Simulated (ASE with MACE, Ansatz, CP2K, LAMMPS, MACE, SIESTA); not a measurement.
# Amorphous 59Ga2O3-41P2O5 (mol %) (192 atoms) in machine-learned potentials

Wanted: machine-learned potentials inputs and outputs for amorphous 59Ga2O3-41P2O5 (mol %) (192 atoms), checked against a plane-wave reference.

Program: ASE with MACE. Level of theory: the method is named at each step. Results are calculated unless marked as measured.

## 1. Set-up

The cell holds 192 atoms: 39 Ga, 27 P and 126 O. Its edges and angles: a = 13.263 Å, b = 13.263 Å, c = 13.263 Å, α = 90.0°, β = 90.0°, γ = 90.0°. 192 atoms (39 Fe, 27 P, 126 O) placed at random at 3.33 g/cm³, melted at 5000 K for 10 ps at fixed volume with the Morse and Coulomb pair potential with partial charges (Pedone, Malavasi, Menziani, Cormack and Segre, J. Phys. Chem. B 110, 11780 (2006)). Quenched from 5000 K to 300 K at 100 K/ps and fixed volume, held 10 ps at zero pressure, then minimised at fixed cell. Then Fe was replaced by Ga and the cell scaled by 1.005 (the potential has no terms for the new elements, so the cell is a start for a DFT relaxation).

The yardstick, on the same geometry:

- method: Kohn-Sham DFT, PBE, PAW, plane waves (Ansatz 0.2.0); cutoff 420 eV, Γ point, fermi-dirac smearing of 0.05 eV; PAW set soft_2
- r.m.s. force component: 1.058 eV/Å
- longest force: 4.485 eV/Å
- gap (highest filled to lowest empty level): 0.5723 eV
- SCF cycles: 11
- time: 44 s on 16 threads of Arm Neoverse N1, shared host
- CPU time: 11 min

## 2. MACE MP-0b2 small potential

Method: machine-learned interatomic potential MACE MP-0b2 small, trained on PBE(+U) plane-wave data.

run.py reads:

```python
import numpy as np
from ase.io import read
import mlip  # loads the published weights by name

atoms = read("structure.xyz")
atoms.calc = mlip.calc("mace-mp-0b2-small")
energy = atoms.get_potential_energy()
forces = atoms.get_forces()
print(f"energy {energy:.6f} eV")
print("forces (eV/A)")
for i, (a, f) in enumerate(zip(atoms, forces)):
    print(f"{i:4d} {a.symbol:2s} {f[0]:10.5f} {f[1]:10.5f} {f[2]:10.5f}")
```

structure.xyz reads:

```xyz
192
Lattice="13.26336 0.00000 0.00000 0.00000 13.26336 0.00000 0.00000 0.00000 13.26336" Properties=species:S:1:pos:R:3 pbc="T T T"
Ga 7.46621 2.06232 2.99566
Ga 2.39802 0.55573 6.45554
Ga 4.33208 2.24297 4.04254
Ga 6.96181 9.17466 10.51957
Ga 9.77854 12.06634 0.33079
Ga 3.38640 7.41886 6.62226
Ga 1.71243 5.04101 3.41280
Ga 5.55005 9.52097 3.29037
Ga 1.05271 11.22531 13.07250
Ga 4.38473 11.09202 11.11403
Ga 6.94894 7.62484 5.72738
Ga 4.12835 6.02329 12.35959
Ga 9.76329 4.30582 10.96071
Ga 12.10666 8.95264 0.04828
Ga 5.31940 12.74118 2.95959
Ga 1.62662 12.20919 10.29330
Ga 12.86042 0.37270 5.00148
Ga 3.76892 2.80719 12.47552
Ga 1.46494 2.27029 3.78258
Ga 10.14090 1.39862 1.73193
Ga 12.98417 3.63880 12.29049
Ga 10.91084 6.12489 13.16972
Ga 12.65775 4.77428 9.51739
Ga 8.25114 7.19033 2.78358
Ga 2.02545 12.71121 3.00442
Ga 10.61268 8.72477 2.39032
Ga 11.33460 11.25900 11.22929
Ga 0.42867 9.24708 10.52315
Ga 10.48150 6.57571 5.46954
Ga 11.45848 3.58840 5.28810
Ga 6.61881 13.08298 5.47856
Ga 0.54061 8.93950 6.22662
Ga 3.08015 10.59623 8.07659
Ga 9.23422 9.40744 5.81757
Ga 2.53065 3.72143 6.96883
Ga 2.98863 7.97964 1.20179
Ga 8.18402 0.70455 8.27050
Ga 5.26675 5.25600 7.23914
Ga 5.34818 4.31391 1.67569
P 12.15269 11.72322 2.30729
P 0.84554 6.61616 12.26463
P 8.73419 4.47068 1.10577
P 10.84001 2.59617 8.35459
P 8.35777 10.73032 3.01330
P 8.06903 4.63448 5.13053
P 0.39604 5.52366 6.39161
P 4.07477 6.59534 3.40935
P 10.58894 1.28217 11.79020
P 0.07096 11.86514 7.45016
P 6.21097 8.11943 0.43424
P 6.49799 10.46214 7.46979
P 3.84372 11.08485 0.90430
P 3.66334 11.12570 5.15388
P 7.41475 12.41994 11.29508
P 6.72784 5.74065 10.20032
P 3.55286 8.24729 9.93492
[... 132 atom lines left out ...]
O 2.03845 7.04139 13.11468
O 5.54515 2.20570 12.95353
O 5.18531 5.59051 3.26690
O 3.78841 7.73002 8.54505
```

Run with:

```bash
$ OMP_NUM_THREADS=4 python run.py > output.txt
```

Output:

```text
energy -1246.728244 eV
forces (eV/A)
   0 Ga   -0.39299    0.57257   -0.08296
   1 Ga    0.98794    0.49307   -0.86526
   2 Ga   -0.47319   -0.40908   -0.11328
   3 Ga    0.25171   -1.59593   -0.45445
   4 Ga    0.67879   -0.43553    0.31629
   5 Ga    0.22871   -0.13038    0.25970
   6 Ga   -0.20686    1.13058    0.26539
   7 Ga    0.92764   -0.85713   -0.00345
   8 Ga    0.10022    0.61296    0.11485
   9 Ga   -1.18421   -0.29939    0.11997
  10 Ga    0.03077    0.40520   -0.44949
  11 Ga    1.47644    1.04519   -1.20628
  12 Ga   -0.07647   -1.05232   -0.02482
  13 Ga   -0.13350   -0.41116   -0.78313
  14 Ga   -0.99884    0.64444   -0.27064
  15 Ga    0.63928    0.40069    0.36185
  16 Ga   -1.13850    0.84516   -0.71768
  17 Ga   -0.78855   -1.46739   -0.10114
  18 Ga   -0.57181    0.24261    0.29155
  19 Ga    1.44794    1.38044    0.30483
  20 Ga   -0.26354   -0.39071    0.18681
  21 Ga    0.02561    0.31363    0.17097
  22 Ga   -0.86905    0.07415   -0.36003
  23 Ga   -0.80420   -0.10547    0.83518
[...]
184 O    -0.82706   -0.61318    1.09478
 185 O    -0.82411    0.76355    1.35592
 186 O    -1.40316   -0.16172   -2.56872
 187 O    -0.10642   -0.35025    2.32750
 188 O     2.04920    0.36726    0.87397
 189 O    -0.59195    0.81150   -0.96716
 190 O     1.60398   -1.49553   -0.44651
 191 O     0.39570   -0.56867   -0.92351
```

Run time: 12 s. Hardware: 4 threads of Arm Neoverse N1, shared host; peak memory 0.82 GiB; 13 s of CPU time.

Banners, paths, timers and routine set-up lines are dropped from the logs unmarked, and long logs keep their key lines alone; longer cuts are marked.

Against the reference:

```yaml
r_m_s_force_component: 0.9437 eV/Å
r_m_s_difference_of_force_components: 206.9 meV/Å
longest_difference_of_force_vectors: 2653 meV/Å
force_difference_over_r_m_s_force: 19.55 %
slope_of_forces_against_the_reference_s: 0.8783
correlation_of_force_components: 0.9852
```

Length of the force difference by element (eV/Å):

```tsv
element	atoms	mean	most
Ga	39	0.27	0.63
O	126	0.23	0.97
P	27	0.45	2.7
```

A closer look about O83, which has 4 bonded neighbours where the commonest count for O is 2: 13 atoms, nearest first, numbered in the order of the input, with positions taken from that point.

```tsv
atom	x	y	z	distance (Å)	bonds	Fx	Fy	Fz (eV/Å)
O83	0.00	0.00	0.00	0.00	4	-0.75	-0.30	0.64
Ga35	-0.25	1.35	1.34	1.92	6	0.06	0.15	-0.04
Ga2	-0.38	-1.81	0.83	2.03	5	0.99	0.49	-0.87
Ga3	1.55	-0.13	-1.59	2.22	5	-0.47	-0.41	-0.11
Ga19	-1.31	-0.10	-1.85	2.27	6	-0.57	0.24	0.29
O140	-1.24	-1.94	-0.99	2.50	4	-0.54	-0.17	-0.29
O151	0.19	1.13	-2.27	2.55	3	-1.24	-0.43	-0.01
O163	1.27	-1.52	1.83	2.69	2	-1.16	-1.19	1.13
O171	1.95	0.90	1.67	2.72	3	-0.26	1.52	0.74
O90	2.65	-0.77	0.02	2.76	3	1.25	-0.47	-1.91
O178	-0.77	0.10	2.73	2.84	2	0.31	0.28	-1.08
O123	-1.58	2.34	-0.27	2.84	3	0.94	-0.46	-0.66
P57	2.39	-0.54	1.53	2.89	4	-0.47	-0.17	-0.87
```

Atoms are counted from 1 here, from 0 in the log.

Forces lie 20 % from the reference's, at 0.019 times its CPU time (on 4 against 16 cores).

## 3. Summary of results

```
force difference from the reference : MACE MP-0b2 small potential, 20 %
its CPU time                        : 13 s
```

What this shows: Machine-learned potentials differ by 20 % (MACE MP-0b2 small potential); they were trained on other programs' data. Machine-learned potentials mimic data converged in k, so the reference's own k-point error enters their differences. The quench rate of 100 K/ps is many orders above laboratory rates, so the cell is likely richer in defects and strain than a real sample. The network of bonds at the start is that of the classical potential that made the cell, and needn't be the one that DFT or experiment would give. The electronic-structure runs sample only Γ, in a cell whose shortest periodic width is 13 Å.

[Also dropped from logs without a mark: logging warnings of Python, and SIESTA's first energy breakdown and zero terms.]

[Logs are printed without paths, hosts, clocks, repeated set-up lines and the standing remarks that a program may print on its own settings, such as how far it seeks lower states.]

[Hosts, paths, dates, database ids (printed as entryN), source tags and the programs' standing remarks are cut or masked in the printed files.]
